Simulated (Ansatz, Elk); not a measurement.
# LiPPdO4: X-ray structure factors from the self-consistent density

The structure of LiPPdO4 used here is made up (a known structure type with other elements) and was relaxed beforehand with r2SCAN. The aim is the Fourier transform of its all-electron density, F(hkl), set beside the sum over free spherical atoms that refinements use.

Main program and level: Elk 11.2.3 (patched build); DFT, PBE, all-electron APW+lo, Dirac cores, scalar-relativistic bands, static density, no spin.

This account leaves out most program logs.

The structure was built from a prototype and need not be the compound's stable phase.

## (1) Set-up

It takes space group I-4 (No. 82, tetragonal). Conventional cell: a = 5.374 Å, b = 5.374 Å, c = 5.473 Å, α = 90.00°, β = 90.00°, γ = 90.00°. Nearest to Pd lie 4 O at 2.07 Å. P has 4 O at 1.55 Å nearest. O has 1 P at 1.55 Å and 1 Li at 2.04 Å and 1 Pd at 2.07 Å nearest. Nearest to Li lie 4 O at 2.04 Å. Farther neighbours and most contacts between anions are not listed.

Coordinates:

```cif
data_structure
_symmetry_space_group_name_H-M 'P 1'
_symmetry_Int_Tables_number 1
_cell_length_a 4.6829
_cell_length_b 4.6829
_cell_length_c 4.6829
_cell_angle_alpha 109.967
_cell_angle_beta 109.967
_cell_angle_gamma 108.484
_cell_volume 79.04
loop_
_atom_site_label
_atom_site_type_symbol
_atom_site_fract_x
_atom_site_fract_y
_atom_site_fract_z
_atom_site_occupancy
Pd1 Pd 0.00000 0.00000 0.00000 1
P2 P 0.25000 0.75000 0.50000 1
O3 O 0.91808 0.75062 0.49576 1
O4 O 0.24938 0.74515 0.16747 1
O5 O 0.25485 0.42232 0.50424 1
O6 O 0.57768 0.08192 0.83253 1
Li7 Li 0.50000 0.50000 0.00000 1
```

## (2) Ground state and structure factors

An all-electron density is needed, since X-rays see the cores too. Task 0 finds the density and task 195 Fourier-transforms it; tshift is off so that phases refer to the origin typed.

Input file elk.in:

```
tasks
  0
  195

xctype
  20

spinpol
  .false.

rgkmax
  7.0

gmaxvr
  14.0

lmaxo
  7

lmaxapw
  8

swidth
  0.002

tshift
  .false.

ramdisk
  .false.

hmaxvr
  5.5

maxscl
  120

epspot
  1e-06

sppath
  './'

avec
  -5.07791404202 5.07791404202 5.17126225849
  5.07791404202 -5.07791404202 5.17126225849
  5.07791404202 5.07791404202 -5.17126225849

atoms
  4
  'Pd.in'
  1
  -0.0000000000 0.0000000000 0.0000000000   0.000000 0.000000 0.000000
  'P.in'
  1
  0.2500000000 0.7500000000 0.5000000000   0.000000 0.000000 0.000000
  'O.in'
  4
  0.9180849946 0.7506156746 0.4957644624   0.000000 0.000000 0.000000
  0.2493843254 0.7451487878 0.1674693200   0.000000 0.000000 0.000000
  0.2548512122 0.4223205322 0.5042355376   0.000000 0.000000 0.000000
  0.5776794678 0.0819150054 0.8325306800   0.000000 0.000000 0.000000
  'Li.in'
  1
  0.5000000000 0.5000000000 0.0000000000   0.000000 0.000000 0.000000

ngridk
  6 6 6
```

Command:

```sh
OMP_NUM_THREADS=4 elk
```

Wall time 2.7 min (4 threads of Intel Xeon Platinum 8375C at 2.90GHz (Ice Lake), shared host); peak memory 0.24 GiB.

SFACRHO.OUT:

```text

h k l indices transformed by vhmat matrix:
   1.000000000       0.000000000       0.000000000    
   0.000000000       1.000000000       0.000000000    
   0.000000000       0.000000000       1.000000000    

      h      k      l  multipl.   |H|            Re(F)            Im(F)           |F|

      0      0      0      1   0.0000000       96.000000      0.96806726E-16   96.000000    
      0     -1      0      4  0.86708154       38.673532       19.307985       43.225460    
      0      1      0      4  0.86708154       38.673532      -19.307985       43.225460    
      0      0     -1      4  0.87494253       24.061895      0.74811863E-14   24.061895    
     -1     -1      1      2   1.2150197       40.388041      0.55125864E-15   40.388041    
      1     -1     -1      4   1.2373556       38.200282     -0.12063481E-13   38.200282    
     -1     -1      0      4   1.4972632       44.318792       14.417860       46.605043    
      1      1      0      4   1.4972632       44.318792      -14.417860       46.605043    
      1     -2      0      4   1.5109200       20.275763      -6.7661793       21.374933    
     -2      1      0      4   1.5109200       48.045234       7.2266040       48.585681    
     -1      2      0      4   1.5109200       20.275763       6.7661793       21.374933    
      2     -1      0      4   1.5109200       48.045234      -7.2266040       48.585681    
     -2      0      2      4   1.7341631       21.544972     -0.38318664       21.548379    
     -2      0      0      4   1.7341631       21.544972      0.38318664       21.548379    
      0      0      2      4   1.7498851       48.962258      0.16773767E-13   48.962258    
     -1     -2      2      4   1.9246755       30.156475      0.80909106E-01   30.156583    
      2      1     -1      4   1.9246755       30.156475     -0.80909106E-01   30.156583    
     -2      1      2      4   1.9529281       30.456870     -0.11748047       30.457096
```

Elk indexes on the primitive cell of elk.in and gives |H| = 4π sin θ/λ in inverse bohr. Below, one row stands for each form hkl of the conventional cell (m members, Friedel mates merged), F is for one primitive cell and the density is static (no thermal factor). Free-atom factors are Waasmaier and Kirfel's, and R is Σm||F|−|F'||/Σm|F|. Elk warned that it couldn't find a linearisation energy, which lowers the accuracy of some states in this run and its variants.

| hkl | m | sin θ/λ (Å⁻¹) | abs F, DFT | neutral atoms | diff. | abs of complex diff. |
| --- | --- | --- | --- | --- | --- | --- |
| 101 | 8 | 0.130 | 43.225 | 43.727 | -0.502 | 0.584 |
| 110 | 4 | 0.132 | 24.062 | 24.449 | -0.387 | 0.387 |
| 002 | 2 | 0.183 | 40.388 | 40.404 | -0.016 | 0.016 |
| 200 | 4 | 0.186 | 38.200 | 38.957 | -0.756 | 0.756 |
| 112 | 8 | 0.225 | 46.605 | 46.840 | -0.235 | 0.787 |
| 121 | 8 | 0.227 | 21.375 | 22.060 | -0.685 | 0.689 |
| 211 | 8 | 0.227 | 48.586 | 48.088 | +0.498 | 0.512 |
| 202 | 8 | 0.261 | 21.548 | 21.822 | -0.274 | 0.274 |
| 220 | 4 | 0.263 | 48.962 | 48.758 | +0.204 | 0.204 |
| 103 | 8 | 0.289 | 30.157 | 30.563 | -0.407 | 0.441 |
| 301 | 8 | 0.294 | 30.457 | 30.332 | +0.125 | 0.139 |
| 310 | 4 | 0.294 | 32.571 | 32.473 | +0.098 | 0.098 |
| 130 | 4 | 0.294 | 34.004 | 33.625 | +0.379 | 0.379 |
| 222 | 8 | 0.320 | 27.375 | 27.343 | +0.032 | 0.366 |

## (3) The highest occupied states alone

An energy window below the Fermi level keeps the highest occupied states, to see at which angles they scatter; shallow core shells can lie inside it and anion s states outside. No new self-consistency is needed.

elk.in, as its differences from that of step 2:

```diff
@@ -1,3 +1,2 @@
 tasks
-  0
   195
@@ -40,2 +39,5 @@
 
+wsfac
+  -0.190430 0.477070
+
 sppath
```

Command:

```sh
OMP_NUM_THREADS=4 elk
```

The job ended after 7.6 s (4 threads; peak memory 0.17 GiB).

States within 10 eV below the Fermi level hold 32.00 electrons; any levels below the window count with the cores. Their amplitudes can exceed the total, where window and core parts have opposite phase:

| hkl | sin θ/λ (Å⁻¹) | abs F, window | abs F, all |
| --- | --- | --- | --- |
| 101 | 0.130 | 7.825 | 43.225 |
| 110 | 0.132 | 1.856 | 24.062 |
| 002 | 0.183 | 10.061 | 40.388 |
| 200 | 0.186 | 1.078 | 38.200 |
| 112 | 0.225 | 7.131 | 46.605 |
| 121 | 0.227 | 2.784 | 21.375 |
| 211 | 0.227 | 10.211 | 48.586 |
| 202 | 0.261 | 0.277 | 21.548 |
| 220 | 0.263 | 5.380 | 48.962 |
| 103 | 0.289 | 3.576 | 30.157 |

## (4) Another functional

The difference from free atoms is small, so it is set against the change that LDA (Perdew-Wang) makes.

elk.in, as its differences from that of step 3:

```diff
@@ -1,2 +1,3 @@
 tasks
+  0
   195
@@ -4,3 +5,3 @@
 xctype
-  20
+  3
 
@@ -39,5 +40,2 @@
 
-wsfac
-  -0.190430 0.477070
-
 sppath
```

Command:

```sh
OMP_NUM_THREADS=4 elk
```

Run time: 2.3 min. Hardware: 4 threads; peak memory 0.23 GiB.

Against the first run R = 0.07 %; the largest change is -0.087 at 211.

## (5) Basis size

A smaller basis shows how fast F responds to it; the change is likely larger than the basis error of the first run, but doesn't show convergence.

elk.in, as its differences from that of step 4:

```diff
@@ -5,3 +5,3 @@
 xctype
-  3
+  20
 
@@ -11,3 +11,3 @@
 rgkmax
-  7.0
+  5.5
```

Command:

```sh
OMP_NUM_THREADS=4 elk
```

Elapsed: 57 s, on 4 threads; peak memory 0.19 GiB.

Against the first run R = 0.11 %; the largest change is +0.148 at 330.

## (6) Settings against the effect

| run | R against the first run (%) | R against neutral atoms, low angle (%) | wall time |
| --- | --- | --- | --- |
| PBE, rgkmax 7 | 0.00 | 1.07 | 2.7 min |
| LDA (Perdew-Wang) | 0.07 | 1.02 | 2.3 min |
| rgkmax 5.5 | 0.11 | 1.00 | 57 s |

## (7) Results

```json
{
 "R against neutral atoms, sin θ/λ < 0.3 Å⁻¹": "1.07 %",
 "R against neutral atoms, 0.3 to 0.74 Å⁻¹": "0.55 %"
}
```

What this shows: Independent neutral atoms miss the calculated amplitudes by R = 1.07 % below 0.3 Å⁻¹ and 0.55 % from there to 0.74 Å⁻¹; by shells, 1.26 % below 0.15 Å⁻¹ (2 forms), 1.03 % 0.15 to 0.3 (11 forms), 0.49 % 0.3 to 0.45 (21 forms), 0.56 % above 0.45 (115 forms). Bonding, aspherical density and the tables' own atoms all enter these figures, and the runs don't part them. The largest change of an amplitude is -0.76 electrons, at 200. R counts amplitudes alone; phases shift too. The window's part falls from 32.0 electrons at the origin to at most 1.78 between 0.45 and 0.74 Å⁻¹, where compact states inside the window still scatter. Below 0.3 Å⁻¹ the changes that finished (LDA (Perdew-Wang) and rgkmax 5.5) move F by R = 0.10 % at most, against the 1.07 % that separates it from free atoms. The k-mesh has no finished test. These runs have no spin, though d or f shells may be open. Part of the difference isn't bonding: the tables are fits to free atoms and ions calculated by other methods than this functional. Thermal motion, anomalous dispersion and extinction are left out.

[Logs are printed without paths, hosts, clocks, repeated set-up lines and the standing remarks that a program may print on its own settings, such as how far it seeks lower states.]

[Hosts, paths, dates, database ids (printed as entryN), source tags and the programs' standing remarks are cut or masked in the printed files.]
